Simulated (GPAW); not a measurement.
# As K-edge XANES of zinc-blende (GaAs)₁₋ₓ(AlAs)ₓ at x = 0.75, part 3 of 3

What does the As K edge look like in zinc-blende (GaAs)₁₋ₓ(AlAs)ₓ at x = 0.75?

GPAW 26.7.0; X-ray absorption from dipole matrix elements to empty bands, plane-wave PAW PBE.

So far. Step 5 (Spectrum with XCH, As atom 2): Main maxima below 26 eV (height): 4.2 eV (1.40), 6.8 eV (1.37), 13.2 eV (0.96), 17.6 eV (0.96), 20.8 eV (0.93) and 25.6 eV (1.11). A K edge sees empty p states on the absorber. Step 5 (Spectrum with XCH, As atom 2): The energy difference (zero at 11902 eV) isn't read as a photon energy: for so heavy an absorber the terms left out (the hole's spin, the functional's error) amount to tens of eV or more.

## 7. Spectrum with XCH, Ga atom 1

The holes are 8.0 Å apart. The excited electron is kept in the cell, where it fills the lowest empty states and screens the hole. After the field has converged, empty bands are computed with the density fixed and the dipole matrix elements are summed.

The absorber has 4 As at 2.46 Å (tetrahedral).

File xas.py:

```python
import numpy as np
from ase import Atoms
from ase.parallel import parprint, paropen
from gpaw import GPAW, PW, FermiDirac, Mixer, MixerDif, setup_paths
from gpaw.test import gen
setup_paths.insert(0, '.')
gen('Ga', name='fch1s', xcname='PBE', corehole=(1, 0, 1), write_xml=True)
from gpaw.mpi import world
world.barrier()

atoms = Atoms('GaAsAlAsAlAsAlAsAlAsAlAsAlAsGaAs',
    cell=[[0, 5.659, 5.659],
     [5.659, 0, 5.659],
     [5.659, 5.659, 0]],
    scaled_positions=[[0.9998209, 0.0009551, 0.9994719],
     [0.1289449, 0.1239114, 0.1243546],
     [0.9991002, 0.0003839, 0.4982148],
     [0.1240896, 0.1256095, 0.6228305],
     [0.0016356, 0.4982336, 0.9986934],
     [0.1245367, 0.6239721, 0.1249662],
     [0.0005196, 0.4997067, 0.4992392],
     [0.1234408, 0.6262295, 0.6244361],
     [0.5034068, 0.0005977, 0.9993826],
     [0.6231005, 0.1273464, 0.1269584],
     [0.4981977, 0.0004813, 0.5015289],
     [0.6250697, 0.1241971, 0.6251179],
     [0.4986996, 0.5020027, 0.0003476],
     [0.6272749, 0.626103, 0.122105],
     [0.5004375, 0.5014216, 0.4991938],
     [0.6259478, 0.6260819, 0.6259075]],
    pbc=True)
atoms.calc = calc = GPAW(legacy_gpaw=True, mode=PW(400, force_complex_dtype=True), xc='PBE', setups={0: 'fch1s'},
    kpts={'size': (3, 3, 3), 'gamma': True}, occupations=FermiDirac(0.04),
    charge=-1, mixer=Mixer(0.1, 5, 50), maxiter=150,
    convergence={'density': 0.0001, 'eigenstates': 1e-6}, txt='scf.txt')
energy = atoms.get_potential_energy() + calc.get_reference_energy()
ef = calc.get_fermi_level()
out = dict(energy=energy, fermi=ef, forces=atoms.get_forces().tolist())
parprint(f'all-electron energy {energy:.4f} eV, Fermi level {ef:.4f} eV')
ev = np.array([[calc.get_eigenvalues(k, s) for k in range(len(calc.get_ibz_k_points()))] for s in range(calc.get_number_of_spins())])
out['homo'], out['lumo'], out['counts'] = ev[ev < ef].max(), ev[ev > ef].min(), sorted(set((ev < ef).sum((0, 2)).tolist()))
out['filled'] = (ev[:, 0] < ef).sum(1).tolist()

from ase.units import Ha
from gpaw.xas import dipole_matrix_elements
nb = int(calc.get_number_of_electrons() / 2) + 185
top, nb = nb, nb + 8 + nb // 12
nscf = calc.fixed_density(kpts={'size': (4, 4, 4), 'gamma': True}, nbands=nb,
    convergence={'bands': top, 'eigenstates': 5e-3}, maxiter=60, txt='nscf.txt')
cell = atoms.cell.array
ops = [cell.T @ U.T @ np.linalg.inv(cell.T) for U in nscf.wfs.kd.symmetry.op_scc]
filled = [32]  # bands filled in the ground state, by spin
E = np.arange(-6, 30, 0.1)
fwhm = np.interp(E, [4, 25], [1.82, 3.5])
Y, X, zero, highest = 0, 0, 1e9, 1e9
for spin in range(nscf.get_number_of_spins()):
    wfs = nscf.wfs
    mine = wfs.bd.get_slice()  # this rank's bands
    A = dipole_matrix_elements(wfs.setups[0])
    eps = np.zeros((wfs.kd.nibzkpts, nb))
    d = np.zeros((3, A.shape[1], wfs.kd.nibzkpts, nb), complex)
    for kpt in wfs.kpt_u:
        if kpt.s == spin and 0 in kpt.P_ani:
            eps[kpt.k, mine] = kpt.eps_n * Ha
            d[:, :, kpt.k, mine] = (kpt.weight * wfs.nspins / 2) ** 0.5 * np.inner(A, kpt.P_ani[0])
    world.sum(eps)
    world.sum(d)
    T = np.einsum('amkn,bmkn->abkn', d, d.conj()).real
    T = sum(np.einsum('ai,ijkn,bj->abkn', R, T, R) for R in ops) / len(ops)
    empty = np.ones_like(eps, bool) & (np.arange(nb) >= filled[spin])
    zero, highest = min(zero, eps[empty].min()), min(highest, eps[:, top - 1].min())
    lines = [(eps, T, empty)] if spin == 0 else lines + [(eps, T, empty)]
for eps, T, empty in lines:
    f = np.einsum('aakn->akn', T).reshape(3, -1)
    x = eps.ravel() - zero
    w = np.interp(x, E, fwhm) / 2.35482
    g = np.exp(-0.5 * ((E[:, None] - x) / w) ** 2) / (w * (2 * np.pi) ** 0.5)
    Y = Y + (f * empty.ravel()) @ g.T
    X = X + (f * ~empty.ravel()) @ g.T
out.update(E=E.round(2).tolist(), xas=Y.tolist(), xes=X.tolist(), zero=zero, valid=highest - zero, nk=len(eps), nb=nb)
for i in range(0, len(E), 10):
    parprint(f'{E[i]:7.2f}', *(f'{v:10.3e}' for v in Y[:, i]))
import json
with paropen('out.json', 'w') as f:
    json.dump(out, f)
```

Started as:

```console
> OMP_NUM_THREADS=1 mpirun -n 4 gpaw python xas.py
```

Numbers of over 12 decimals in the logs are rounded to 6 here.

The log of the run:

```text
Input parameters:
  charge: -1
  convergence: {density: 0.0001,
                eigenstates: 1e-06}
  kpts: {gamma: True,
         size: (3, 3, 3)}
  maxiter: 150
  mixer: {backend: pulay,
          beta: 0.1,
          method: separate,
          nmaxold: 5,
          weight: 50}
  mode: {ecut: 400.0,
         force_complex_dtype: True,
         name: pw}
  occupations: {fixmagmom: False,
[...]
*p    :     0.585016
*d    :     0.000000
--------------------------------

Diagonalizing with gridspacing h=0.050

state   all-electron     PAW
-------------------------------
4s:      -0.719303    -0.719529
4p:      -0.414984    -0.415179
*d:                   -0.111571
*f:                   -0.022852
-------------------------------
all-electron energy -627084.6116 eV, Fermi level 5.8885 eV
[...]
28.00  1.184e-07  1.184e-07  1.184e-07
  29.00  1.164e-07  1.164e-07  1.164e-07
[key lines of the parts left out:]
Converged after 16 iterations.
Dipole moment: (-26.805327, -26.561981, -27.122509) |e|*Ang
Free energy:    -80.380979
Fermi level: 5.88851
```

The job ended after 4.8 min (4 MPI ranks of Intel Xeon Platinum 8488C (Sapphire Rapids), shared host; peak memory 0.72 GiB; 19 min of CPU time).

The Ga K spectrum, Ga atom 1, excited-electron core hole (neutral cell) (energy from the bottom of the conduction band, which holds the excited electron; intensity scaled to a mean of 1 over the first 20 eV):

| E (eV) | intensity |
| --- | --- |
| -2.0 | 0.00 |
| -1.0 | 0.01 |
| 0.0 | 0.09 |
| 1.0 | 0.39 |
| 2.0 | 0.88 |
| 3.0 | 1.51 |
| 4.0 | 2.04 |
| 5.0 | 1.69 |
| 6.0 | 1.07 |
| 7.0 | 0.94 |
| 8.0 | 0.92 |
| 9.0 | 0.85 |
| 10.0 | 0.86 |
| 11.0 | 0.97 |
| 12.0 | 1.15 |
| 13.0 | 1.18 |
| 14.0 | 1.04 |
| 15.0 | 0.86 |
| 16.0 | 0.74 |
| 17.0 | 0.75 |
| 18.0 | 0.81 |
| 19.0 | 0.80 |
| 20.0 | 0.75 |
| 21.0 | 0.73 |
| 22.0 | 0.72 |
| 23.0 | 0.71 |
| 24.0 | 0.70 |
| 25.0 | 0.71 |
| 26.0 | 0.73 |
| 27.0 | 0.77 |
| 28.0 | 0.77 |

Main maxima below 27 eV (height): 4.2 eV (2.06), 12.6 eV (1.19) and 18.4 eV (0.82). 

The energy difference (zero at 10401 eV) isn't read as a photon energy: for so heavy an absorber the terms left out (the hole's spin, the functional's error) amount to tens of eV or more.

## 8. Outcome

```
absorber and edge             : As K, atom 2 of the ground-state input (counted from 1)
surroundings                  : 3 Al at 2.44 Å and 1 Ga at 2.46 Å (tetrahedral)
highest intensity below 24 eV : 4.2 eV above the zero, height 1.40
```

The As K edge of atom 2, with 3 Al at 2.44 Å and 1 Ga at 2.46 Å (tetrahedral), has its highest intensity of the first 24 eV at 4.2 eV above the zero, 1.4 times the mean level of the first 20 eV (Gaussian full width 2.14 eV up to 4 eV, rising linearly to 3.5 eV at 25 eV). The script folds with a Gaussian, whereas the core hole's own line is a Lorentzian, so the onset is too steep and the first peak too high. Lifetime broadening is put in by hand, and intensities beyond about 20 eV depend on it and on the partial waves.

[Banner, clock and machine lines of the logs are left out without a mark of their own.]

[Logs are printed without paths, hosts, clocks, repeated set-up lines and the standing remarks that a program may print on its own settings, such as how far it seeks lower states.]

[Hosts, paths, dates, database ids (printed as entryN), source tags and the programs' standing remarks are cut or masked in the printed files.]

[Lists of maxima count a maximum above −3 eV only where it reaches 4 % of the highest in the window and stands out from its surroundings by 2 % of it (1.5 % where it reaches 55 %); shoulders and weaker maxima are passed over, and of the rest the first, up to two pre-edge ones and the few strongest are named.]
